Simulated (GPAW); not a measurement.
# Ni3 Cu4 Ni3 001: which magnetic order is lowest

Wanted: the moments of Ni3 Cu4 Ni3 001 and the energy of each order that was tried.

Program: GPAW 26.7.0. Level of theory: PBE; plane waves with GPAW's PAW setups, scalar-relativistic. Values are calculated unless marked as measured.

## (1) The structure

The cell holds 10 atoms: 6 Ni and 4 Cu. Its edges and angles: a = 2.556 Å, b = 2.556 Å, c = 27.564 Å, α = 90.0°, β = 90.0°, γ = 90.0°. ideal sites on the substrate's mesh, layer spacings from atomic volumes, unrelaxed, 12 A of vacuum. Vacuum lies along c.

As a file:

```cif
data_structure
_symmetry_space_group_name_H-M 'P 1'
_symmetry_Int_Tables_number 1
_cell_length_a 2.5562
_cell_length_b 2.5562
_cell_length_c 27.5645
_cell_angle_alpha 90.000
_cell_angle_beta 90.000
_cell_angle_gamma 90.000
_cell_volume 180.11
loop_
_atom_site_label
_atom_site_type_symbol
_atom_site_fract_x
_atom_site_fract_y
_atom_site_fract_z
_atom_site_occupancy
Ni1 Ni 0.00000 0.00000 0.21767 1
Ni2 Ni 0.50000 0.50000 0.27819 1
Ni3 Ni 0.00000 0.00000 0.33871 1
Cu4 Cu 0.50000 0.50000 0.40173 1
Cu5 Cu 0.00000 0.00000 0.46724 1
Cu6 Cu 0.50000 0.50000 0.53276 1
Cu7 Cu 0.00000 0.00000 0.59827 1
Ni8 Ni 0.50000 0.50000 0.66129 1
Ni9 Ni 0.00000 0.00000 0.72181 1
Ni10 Ni 0.50000 0.50000 0.78233 1
```

## (2) Start 1: ferro ++++++

Parallel moments need no larger cell; this start tests for a ferromagnetic state only.

The input, order1.py:

```python
import json
import numpy as np
from ase import Atoms
from ase.parallel import paropen, parprint
from gpaw import GPAW

atoms = Atoms(['Ni', 'Ni', 'Ni', 'Cu', 'Cu', 'Cu', 'Cu', 'Ni', 'Ni', 'Ni'],
    cell=[[2.556191, 0.0, 0.0],
         [0.0, 2.556191, 0.0],
         [0.0, 0.0, 27.56447]],
    scaled_positions=[[0.0, 0.0, 0.217672],
         [0.5, 0.5, 0.27819],
         [0.0, 0.0, 0.338709],
         [0.5, 0.5, 0.401726],
         [0.0, 0.0, 0.467242],
         [0.5, 0.5, 0.532758],
         [0.0, 0.0, 0.598274],
         [0.5, 0.5, 0.661291],
         [0.0, 0.0, 0.72181],
         [0.5, 0.5, 0.782328]],
    pbc=True,
    magmoms=[0.8, 0.8, 0.8, 0.0, 0.0, 0.0, 0.0, 0.8, 0.8, 0.8])
atoms.calc = GPAW(mode={'name': 'pw', 'ecut': 450},
    xc='PBE',
    kpts={'size': (20, 20, 1), 'gamma': True},
    occupations={'name': 'fermi-dirac', 'width': 0.05},
    convergence={'density': 1e-05, 'energy': 1e-05},
    maxiter=200,
    mixer={'name': 'pulay', 'beta': 0.03, 'nmaxold': 8, 'weight': 100},
    symmetry={'tolerance': 1e-4},
    txt='order1.txt')
e = atoms.get_potential_energy(force_consistent=True)
res = {'free_energy': e, 'energy_sigma0': atoms.get_potential_energy(), 'fermi_energy': atoms.calc.get_fermi_level()}
res['moments'] = atoms.get_magnetic_moments().tolist()
res['total'] = atoms.get_magnetic_moment()
parprint('site moments (muB):', np.round(res['moments'], 3))
parprint(f"total moment: {res['total']:.3f} muB")
parprint(f'free energy: {e:.6f} eV')
atoms.calc.write('order1.gpw')
with paropen('results.json', 'w') as f:
    json.dump(res, f)
```

The run is started by

```sh
$ OMP_NUM_THREADS=1 mpirun -n 4 gpaw python order1.py > order1.log
```

The log of the run:

```text
site moments (muB): [ 0.789  0.673  0.495 -0.004 -0.005 -0.005 -0.004  0.495  0.673  0.789]
total moment: 3.656 muB
free energy: -56.234268 eV

--- order1.txt ---
Input parameters:
  mode=PW(ecut=450),
  convergence={'density': 1e-05, 'energy': 1e-05},
  kpts=MonkhorstPack(size=(20, 20, 1), gamma=True),
  maxiter=200,
  mixer=Pulay(name='pulay', nmaxold=8, beta=0.03, weight=100, sigma=0.015, g_ss=None),
  occupations=Occupations(name='fermi-dirac', width=0.05),
  symmetry=Symmetry(tolerance=0.0001),
  xc=XC(name='PBE')

Diagonalizing LCAO Hamiltonian
Converting LCAO to pw mode
   .-----.
  /|     |
 * |     |
 | |     |
 | |     |
 | |     |
 | |     |
 | |     |
 | | Ni  |
 | |     |
 | |     |
 Ni|     |
 | |     |
 | | Ni  |
 | |     |
 | |     |
 Cu|     |
 | | Cu  |
 | |     |
 | |     |
 Cu|     |
 | | Cu  |
 | |     |
 | |     |
 Ni|     |
 | |     |
 | | Ni  |
 | |     |
 | |     |
 Ni|     |
 | |     |
 | |     |
 | |     |
 | |     |
 | .-----.
 |/     /
 *-----*

Atoms  # Å, Bohr magnetons
|   | symbol |        x |        y |         z |    initial magnetic moments |
|---|--------|----------|----------|-----------|-----------------------------|
| 0 |     Ni | 0.000000 | 0.000000 |  6.000013 | ( 0.0000,  0.0000,  0.8000) |
| 1 |     Ni | 1.278096 | 1.278096 |  7.668160 | ( 0.0000,  0.0000,  0.8000) |
| 2 |     Ni | 0.000000 | 0.000000 |  9.336334 | ( 0.0000,  0.0000,  0.8000) |
| 3 |     Cu | 1.278096 | 1.278096 | 11.073364 | ( 0.0000,  0.0000,  0.0000) |
| 4 |     Cu | 0.000000 | 0.000000 | 12.879278 | ( 0.0000,  0.0000,  0.0000) |
| 5 |     Cu | 1.278096 | 1.278096 | 14.685192 | ( 0.0000,  0.0000,  0.0000) |
| 6 |     Cu | 0.000000 | 0.000000 | 16.491106 | ( 0.0000,  0.0000,  0.0000) |
| 7 |     Ni | 1.278096 | 1.278096 | 18.228136 | ( 0.0000,  0.0000,  0.8000) |
| 8 |     Ni | 0.000000 | 0.000000 | 19.896310 | ( 0.0000,  0.0000,  0.8000) |
| 9 |     Ni | 1.278096 | 1.278096 | 21.564457 | ( 0.0000,  0.0000,  0.8000) |

Unit cell  # Å
| periodic |        x |        y |         z |   lengths |    angles |
|----------|----------|----------|-----------|-----------|-----------|
|      yes | 2.556191 | 0.000000 |  0.000000 |  2.556191 | 90.000000 |
|      yes | 0.000000 | 2.556191 |  0.000000 |  2.556191 | 90.000000 |
|      yes | 0.000000 | 0.000000 | 27.564470 | 27.564470 | 90.000000 |

Number of symmetries: 8

BZ-sampling:
  Number of BZ points: 400
  Number of IBZ points: 66

  Monkhorst-Pack size: [20, 20, 1]
  Monkhorst-Pack shift: [0.025, 0.025, 0.0]

K-points  # in reciprocal-cell coordinates
|     |                                coordinates |     weight |
|-----|--------------------------------------------|------------|
|   0 | ( -0.00000000,  -0.00000000,   0.00000000) | 0.00250000 |
|   1 | (  0.05000000,  -0.00000000,   0.00000000) | 0.01000000 |
|   2 | (  0.05000000,   0.05000000,   0.00000000) | 0.01000000 |
|   3 | (  0.10000000,  -0.00000000,   0.00000000) | 0.01000000 |
|   4 | (  0.10000000,   0.05000000,   0.00000000) | 0.02000000 |
|   5 | (  0.10000000,   0.10000000,   0.00000000) | 0.01000000 |
|   6 | (  0.15000000,  -0.00000000,   0.00000000) | 0.01000000 |
|   7 | (  0.15000000,   0.05000000,   0.00000000) | 0.02000000 |
|   8 | (  0.15000000,   0.10000000,   0.00000000) | 0.02000000 |
|   9 | (  0.15000000,   0.15000000,   0.00000000) | 0.01000000 |
| ... |                                            |            |
|  65 | (  0.50000000,   0.50000000,   0.00000000) | 0.00250000 |

Plane wave coefficients: 3950
Cutoff: 450.000000 eV

Spin-components: 2 (collinear spins)
Bands:           91
Projectors:      60
Spin-degeneracy: 1
Datatype:        complex128

Parallelization:
  kpt:    4
  domain: 1
  band:   1

Density:
  Valence electrons: 140.0
  Components: 2
  Grid points: [ 14  14 135]
  Charge: 0.0  # |e|

Potential:
  Grid points: [ 14  14 135]

species:
  Ni:
    name:    Nickel
    Z:       28.0
    valence: 16
    core:    12
    charge:  0.0  # [|e|]
    compensation charges:
      type: gauss
      rc: 0.36  # [Å]
      lmax: 2
    cutoffs:
      filter: 2.14  # [Å]
      core: 1.98  # [Å]
    projectors
    | kind |    occ | energy [eV] | rcut [Å] |
    |------|--------|-------------|----------|
    |   4s |  2.000 |      -5.642 |    1.164 |
    |   3p |  6.000 |     -71.394 |    1.207 |
    |   4p |  0.000 |      -1.226 |    1.207 |
    |   3d |  8.000 |      -8.875 |    1.138 |
    |    s |        |      21.570 |    1.164 |
    |    d |        |      18.337 |    1.138 |

    Using partial waves for Ni as LCAO basis

  Cu:
    name:    Copper
    Z:       29.0
    valence: 11
    core:    18
    charge:  0.0  # [|e|]
    compensation charges:
      type: gauss
      rc: 0.33  # [Å]
      lmax: 2
    cutoffs:
      filter: 2.06  # [Å]
      core: 2.43  # [Å]
    projectors
    | kind |    occ | energy [eV] | rcut [Å] |
    |------|--------|-------------|----------|
    |   4s |  1.000 |      -4.609 |    1.164 |
    |   4p |  0.000 |      -0.698 |    1.164 |
    |   3d | 10.000 |      -5.039 |    1.058 |
    |    s |        |      22.603 |    1.164 |
    |    p |        |      26.513 |    1.164 |
    |    d |        |      22.172 |    1.058 |

    Using partial waves for Cu as LCAO basis

Reference energy: -428293.798048  # eV

eigensolver:
  PPCG
  Converge bands: occupied
  niter=2

density mixing:
  Pulay-Mixer
  Linear mixing parameters: 0.03
  Old densities: 8
  Fourier metric: weight=100, sigma=0.015

occupation numbers:
  Fermi-Dirac:
    width: 0.0500  # eV

poisson solver:
  ecut: 3600.000000  # eV

xc functional:
  name: PBE with 2 nearest neighbor stencil

convergence criteria:
- Maximum integral of absolute [dens]ity change: 1e-05 electrons / valence electron
- Maximum [total energy] change in last 3 cyles: 1e-05 eV / valence electron
- Maximum integral of absolute [eigenst]ate change: 4e-08 eV^2 / valence electron
maximum number of iterations: 200

SCF iterations
|iter     |      energy | eigst |  dens |  magmom |
|---------|-------------|-------|-------|---------|
|iter:   1|       0s |  -85.956472 | +0.59 |       |  +4.8043|
|iter:   2|      25s | -127.297710 | +0.59 | -0.71 |  +4.6680|
|iter:   3|      51s |  -61.676650 | -0.41 | -0.66 |  +4.6449|
|iter:   4|      76s |  -58.780720 | -1.42 | -1.07 |  +4.6401|
|iter:   5|     101s |  -57.394124 | -1.78 | -1.21 |  +4.6046|
|iter:   6|     127s |  -57.193781 | -1.34 | -1.34 |  +4.5084|
|iter:   7|     153s |  -56.679072 | -2.23 | -1.25 |  +4.4978|
|iter:   8|     178s |  -56.310789 | -2.83 | -1.40 |  +4.4656|
|iter:   9|     203s |  -56.115805 | -2.12 | -1.51 |  +4.3637|
|iter:  10|     229s |  -56.076827 | -2.88 | -1.61 |  +4.3411|
[... 39 iterations left out ...]
|iter:  50|    1189s |  -56.193041c| -8.16c| -4.39 |  +3.6558|
|iter:  51|    1201s |  -56.193040c| -8.18c| -4.42 |  +3.6558|
|iter:  52|    1212s |  -56.193038c| -7.89c| -4.45 |  +3.6558|
|iter:  53|    1224s |  -56.193037c| -8.01c| -4.50 |  +3.6558|
|iter:  54|    1236s |  -56.193036c| -7.80c| -4.55 |  +3.6558|
|iter:  55|    1248s |  -56.193035c| -7.83c| -4.62 |  +3.6558|
|iter:  56|    1260s |  -56.193033c| -7.79c| -4.67 |  +3.6558|
|iter:  57|    1272s |  -56.193031c| -7.87c| -4.76 |  +3.6559|
|iter:  58|    1284s |  -56.193028c| -7.76c| -4.88 |  +3.6559|
|iter:  59|    1296s |  -56.193027c| -8.05c| -5.05c|  +3.6559|

Converged in 59 steps
Energy contributions relative to reference atoms: (reference = -428293.798048)

Energy contributions:
  Kinetic:         -14.984142
  Coulomb:          14.366237
  Zero:              1.222452
  External:          0.000000
  Xc:              -56.756333
  Entropy:          -0.082483
  Spinorbit:         0.000000
  ----------------------------
  Free energy:     -56.234268
  Extrapolated:    -56.193027

dipole moment: (-26.787926, -26.787926, 0.000021)  # |e|*Ang

Total magnetic moment: (0.000000, 0.000000, 3.655891)

Local magnetic moments
|        x |        y |         z |
|----------|----------|-----------|
| 0.000000 | 0.000000 |  0.788514 |  # Ni   0
| 0.000000 | 0.000000 |  0.673371 |  # Ni   1
| 0.000000 | 0.000000 |  0.495252 |  # Ni   2
| 0.000000 | 0.000000 | -0.004001 |  # Cu   3
| 0.000000 | 0.000000 | -0.004646 |  # Cu   4
| 0.000000 | 0.000000 | -0.004646 |  # Cu   5
| 0.000000 | 0.000000 | -0.004000 |  # Cu   6
| 0.000000 | 0.000000 |  0.495249 |  # Ni   7
| 0.000000 | 0.000000 |  0.673373 |  # Ni   8
| 0.000000 | 0.000000 |  0.788513 |  # Ni   9

Fermi level: 3.403
Eigenvalues  # (at kpt = [-0.000, -0.000, 0.000])
| band index |      eig [eV] | occ [0-1] |      eig [eV] | occ [0-1] |
|------------|---------------|-----------|---------------|-----------|
|          0 |       -60.724 |     1.000 |       -59.893 |     1.000 |
|        ... |               |           |               |           |
|         65 |         2.266 |     1.000 |         2.896 |     1.000 |
|         66 |         2.343 |     1.000 |         2.896 |     1.000 |
|         67 |         2.624 |     1.000 |         2.977 |     1.000 |
|         68 |         2.624 |     1.000 |         3.230 |     0.969 |
|         69 |         2.804 |     1.000 |         3.230 |     0.969 |
|         70 |         2.828 |     1.000 |         3.581 |     0.028 |
|         71 |         2.828 |     1.000 |         3.581 |     0.028 |
|         72 |         2.833 |     1.000 |         3.671 |     0.005 |
|         73 |         2.833 |     1.000 |         3.671 |     0.005 |
|         74 |         2.865 |     1.000 |         3.672 |     0.005 |
|         75 |         2.865 |     1.000 |         3.672 |     0.005 |
|         76 |         3.817 |     0.000 |         3.890 |     0.000 |
|         77 |         5.202 |     0.000 |         5.202 |     0.000 |
|         78 |         5.684 |     0.000 |         5.676 |     0.000 |
|         79 |         8.076 |     0.000 |         8.043 |     0.000 |
|         80 |         8.850 |     0.000 |         8.828 |     0.000 |
|        ... |               |           |               |           |
|         90 |        17.459 |     0.000 |        17.507 |     0.000 |

No gap
No difference between direct/indirect transitions
```

Run time: 22 min. Hardware: 4 MPI ranks of Arm Neoverse V1, shared host; peak memory 1.7 GiB.

Spin moment in the augmentation sphere by atom:

```tsv
atom	spin moment in the augmentation sphere (μB)
Ni1	0.788
Ni2	0.673
Ni3	0.495
Cu4	-0.004
Cu5	-0.005
Cu6	-0.005
Cu7	-0.004
Ni8	0.495
Ni9	0.673
Ni10	0.788
```

Read from the output:

| Property | Result |
| --- | --- |
| magnetization | 3.656 μB |
| final state | ferromagnetic |

After 59 cycles the largest moment stands at 0.789 μB.

(Part 1 of 2 ends here.)

[Long decimals in the printed logs are rounded to 6 places.]

[Logs and program files are shortened in this print: banners, set-up blocks, solver, clock and traceback lines can be left out without a mark of their own.]

[Logs are printed without paths, hosts, clocks, repeated set-up lines and the standing remarks that a program may print on its own settings, such as how far it seeks lower states.]

[Hosts, paths, dates, database ids (printed as entryN), source tags and the programs' standing remarks are cut or masked in the printed files.]

[Where the starting crystal was built by hand or by swapping elements, it need not be the compound's stable phase.]

[Where a cell is said to come from a database of computed structures, the database is the Materials Project.]

[Runs that the program refused, that were killed for memory or that had too few empty states are not shown or counted.]

[Lattice constants of own cells that a recipe calls measured were typed without a cited source.]
